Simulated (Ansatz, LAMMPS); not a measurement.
## Finding the fault: liquid (Cs,K,Li)F at 1400 K (82 atoms)

Program: Ansatz 0.2.0. The cell: 15 Cs, 8 K, 18 Li and 41 F.

File input.yaml:

```yaml
crystal:
  lattice:
    - [12.9563, 0.0, 0.0]
    - [0.0, 12.9563, 0.0]
    - [0.0, 0.0, 12.9563]
  atoms:
    - { symbol: Cs, position: [0.3712, 0.13612, 0.16585] }
    - { symbol: Cs, position: [0.9223, 0.77094, 0.42912] }
    - { symbol: Cs, position: [0.4389, 0.63196, 0.8895] }
    - { symbol: Cs, position: [0.07597, 0.17556, 0.20407] }
    - { symbol: Cs, position: [0.07217, 0.02042, 0.52469] }
    - { symbol: Cs, position: [0.01439, 0.33419, 0.54612] }
    - { symbol: Cs, position: [0.41237, 0.35022, 0.62815] }
    - { symbol: Cs, position: [0.70759, 0.80126, 0.61188] }
    - { symbol: Cs, position: [0.76304, 0.07827, 0.18003] }
    - { symbol: Cs, position: [0.05241, 0.4921, 0.93037] }
    - { symbol: Cs, position: [0.75058, 0.77142, 0.9786] }
    - { symbol: Cs, position: [0.84186, 0.50817, 0.69715] }
    - { symbol: Cs, position: [0.18262, 0.22702, 0.80536] }
    - { symbol: Cs, position: [0.69059, 0.04761, 0.68119] }
    - { symbol: Cs, position: [0.91731, 0.88806, 0.82215] }
    - { symbol: K, position: [0.19412, 0.67849, 0.0266] }
    - { symbol: K, position: [0.45887, 0.95805, 0.98688] }
    - { symbol: K, position: [0.26863, 0.75884, 0.48456] }
    [... 58 atom lines left out ...]
    - { symbol: F, position: [0.88049, 0.55771, 0.3871] }
    - { symbol: F, position: [0.96081, 0.9704, 0.32254] }
    - { symbol: F, position: [0.29022, 0.4753, 0.95919] }
    - { symbol: F, position: [0.51544, 0.14832, 0.67711] }
    - { symbol: F, position: [0.23267, 0.24574, 0.60781] }
    - { symbol: F, position: [0.03398, 0.40281, 0.27231] }
kpoints:
  mp_grid: { grid: [1, 1, 1] }
hamiltonian:
  xc: pbe
scf:
  occupations: { method: fermi_dirac, width: 5.0 }
  max_iter: 100
output:
  forces: true
```

Started as:

```
$ ansatz run input.yaml --threads 4 --pin off --max-ram 8192MiB --backend cpu --events-out ev --progress --plain --runs-dir out
```

The log of the run:

```text
band count auto-derived: 3805 (N_el = 548.0; filled up to band 274; 356 by the electrons, moments and atoms)
Engine: ansatz 0.2.0, aarch64-unknown-linux-gnu
Pseudopotentials: kind: paw
Pseudopotential: Cs, paw, valence charge 9, recommended cutoff 420 eV (normal), Cs.paw.azcp
Pseudopotential: K, paw, valence charge 9, recommended cutoff 420 eV (normal), K.paw.azcp
Pseudopotential: Li, paw, valence charge 3, recommended cutoff 420 eV (normal), Li.paw.azcp
Pseudopotential: F, paw, valence charge 7, recommended cutoff 420 eV (normal), F.paw.azcp
Functional definition: PBE
  parameter kappa = 0.804
  parameter beta = 0.066725
  exchange = pbe_x(kappa = kappa, mu = beta*pi^2/3)
  correlation = pbe_c(beta = beta)
Crystal: 82 atoms, lattice volume = 2174.918 Å³
Basis set: ecut = 420 eV, 42499 PW (Γ), exchange–correlation on 180×180×180 points (8 copies of the dense FFT grid, shifted against one another)
Bands: 3805, of which v1, the nominal top of the filled ones, is band 274 counted from 1 (273 counted from 0)
Symmetry: 1 space group operations
Space group: P1 (ITA 1), of the structure as read, at distance tolerance 1.3e-4 Å
k-points: 1
Non-local potential: Cs, projectors of the file, l = 0: 3, l = 1: 2, l = 2: 2, l = 3: 2
Non-local potential: K, projectors of the file, l = 0: 3, l = 1: 2, l = 2: 2
Non-local potential: Li, projectors of the file, l = 0: 3, l = 1: 2, l = 2: 1
Non-local potential: F, projectors of the file, l = 0: 2, l = 1: 2, l = 2: 1
PAW form: soft (Blöchl's): semilocal exchange-correlation on the pseudo side does not see the compensation charge
PAW one-centre angular grid: Cs, 194 points (default); XC on 64 Gauss nodes
PAW one-centre angular grid: K, 110 points (default); XC on 64 Gauss nodes
PAW one-centre angular grid: Li, 110 points (default); XC on 64 Gauss nodes
PAW one-centre angular grid: F, 110 points (default); XC on 64 Gauss nodes
Initial density: superposition of atomic densities (neutral atoms: chi_scale 0, normalization atom), corrected by the library's trained network
Initial wavefunctions: pseudopotential atomic-orbital guess
Functional: x = pbe(κ = 0.804, μ = 0.219515), c = pbe(β = 0.066725)
SCF iter   1: F=—  HF=-135620.276142 eV  |F-HF|=—  |Δ(HF+E_count)|=         —  Δρ=2.01e-1  dr2=1.35e3  ethr=1.77e-3  ⟨swp⟩=33.0  Hψ=74145  notcnv=0
preconditioner: auto → LDOS  [metal: Δε(μ)=3.472 eV  Ē_g=53.136 eV  σ=5.000 eV  W_gap=0.17  n_scr=364 (ndim 8)  ℏωp=17.7 eV  f_vac=0.280  D(μ)=34.77/eV (n_scr^D=178)  β→1.0]
SCF iter   2: F=—  HF=-135372.864953 eV  |F-HF|=—  |Δ(HF+E_count)|=    2.47e2  Δρ=3.27e-2  dr2=2.24e1  ethr=1.77e-3  ⟨swp⟩=3.0  Hψ=10579  notcnv=0
SCF iter   3: F=—  HF=-135372.094689 eV  |F-HF|=—  |Δ(HF+E_count)|=   7.70e-1  Δρ=1.86e-2  dr2=4.64e0  ethr=1.77e-3  ⟨swp⟩=2.0  Hψ=8490  notcnv=0
SCF iter   4: F=—  HF=-135370.996260 eV  |F-HF|=—  |Δ(HF+E_count)|=    1.10e0  Δρ=1.67e-3  dr2=6.84e-2  ethr=8.46e-4  ⟨swp⟩=2.0  Hψ=7968  notcnv=0
SCF iter   5: F=—  HF=-135370.985200 eV  |F-HF|=—  |Δ(HF+E_count)|=   1.11e-2  Δρ=5.96e-4  dr2=7.75e-3  ethr=1.25e-5  ⟨swp⟩=2.0  Hψ=7696  notcnv=0
SCF iter   6: F=—  HF=-135370.982527 eV  |F-HF|=—  |Δ(HF+E_count)|=   2.67e-3  Δρ=1.23e-4  dr2=3.75e-4  ethr=1.41e-6  ⟨swp⟩=2.0  Hψ=8046  notcnv=0
SCF iter   7: F=—  HF=-135370.982829 eV  |F-HF|=—  |Δ(HF+E_count)|=   3.03e-4  Δρ=1.72e-5  dr2=9.57e-6  ethr=6.84e-8  ⟨swp⟩=2.0  Hψ=8144  notcnv=0
SCF iter   8: F=-135370.982804 eV  HF=-135370.982805 eV  |F-HF|=2.88e-7  |Δ(HF+E_count)|=   2.47e-5  Δρ=3.99e-6  dr2=6.92e-7  ethr=1.82e-10  ⟨swp⟩=3.0  Hψ=9589  notcnv=0
SCF 1 converged in 8 iterations: F = -135370.982804 eV  dr2 = 6.92e-7
[...]
SCF converged after 8 iterations
Free energy (F): -135370.982804 eV
Harris-Foulkes:  -135370.982805 eV  (|F-HF|=2.88e-7)
Internal energy: -132898.354661 eV  (E = F + TS)
E sigma→0 (E₀):  -134134.668732 eV
Entropy (-TS):   -2472.628144 eV (-30154.002 meV/atom)
Fermi energy:    -1.458067 eV
--- Per-component energies (eV) ---
  E_band       = -6350.728913
  E_kinetic    = 13261.095680
  E_local      = -44804.629610  (includes V_loc(G=0)·N_el)
  E_nonlocal   = 3151.787689
  E_hartree    = 16352.460092
  E_xc         = -6839.672765
  E_vxc        = -7253.943584  (∫ρ·V_xc dr)
  E_paw        = -90823.580978  (= ΣΔE_a)
  E_vpaw       = -3410.125969  (= ΣTr[D̂ρ^β])
  E_aug_tail   = 0.079822  (compensation charges beyond the density's cutoff)
  E_ewald      = -23195.894590
  E_smearing   = -2472.628144  (= −TS)
  E_closure    = -0.000000  (closes the sum)
  Σ components = -135370.982804   (vs F -135370.982804, Δ=0.00e0)
--- Forces (eV/Å), atoms counted from 1 ---
  atom   1  Cs    -0.93448705     0.30791834    -0.24128401
  atom   2  Cs    -0.68972861     0.51934393     0.48525228
  atom   3  Cs     0.30583350     0.77198098    -1.39138774
  atom   4  Cs    -1.34415811    -1.04127984    -1.58893441
  atom   5  Cs     0.40751834    -0.28543975     0.47881460
  atom   6  Cs    -1.59431087    -1.36601877     0.22495237
  atom   7  Cs     1.16069094     2.01817391     0.56593789
  atom   8  Cs    -1.91105772    -0.56257597    -0.07179004
  atom   9  Cs     0.65331066     0.34373787    -0.05394606
  atom  10  Cs    -0.05011091    -1.68418761     0.04547627
  atom  11  Cs     0.33802267    -2.20335477     0.96948011
  atom  12  Cs    -0.34649401     2.17849538    -0.53620435
  atom  13  Cs    -1.00781269    -1.50674338     1.09677570
  atom  14  Cs     1.18186061     0.00651067     0.75803048
[...]
atom  81  F     -0.88838420    -0.46208792    -0.21601019
  atom  82  F     -0.87447538    -0.71088315    -0.80577936
  max |Σ_I F_I| component: 3.62e-4 eV/Å
```

It took 19 min on 4 threads of Arm Neoverse V1, shared host; peak memory 7.5 GiB; 74 min of CPU time.

Reading the cycles: dr2 is the Hartree energy of the density residual (eV), the measure of convergence; HF is the Harris–Foulkes estimate of the energy, which meets the free energy F at convergence.

Against a sound run (Kohn-Sham DFT, PBE, PAW (set soft_2), plane waves):

- r.m.s. difference of force components: 832.4 meV/Å
- longest difference of force vectors: 2604 meV/Å
- force difference over r.m.s. force: 204.1 %

**Question.** What is wrong with this input, and how is it mended?

A smearing of electronvolts: scf.occupations = {"method": "fermi_dirac", "width": 5.0}.

The fix is to set scf.occupations back to {"method": "gaussian", "width": 0.05}.

The run converged all the same, so the exit status doesn't show the fault.

[Long decimals in the printed logs are rounded to 6 places.]

[Logs are printed without paths, hosts, clocks, repeated set-up lines and the standing remarks that a program may print on its own settings, such as how far it seeks lower states.]

[Hosts, paths, dates, database ids (printed as entryN), source tags and the programs' standing remarks are cut or masked in the printed files.]
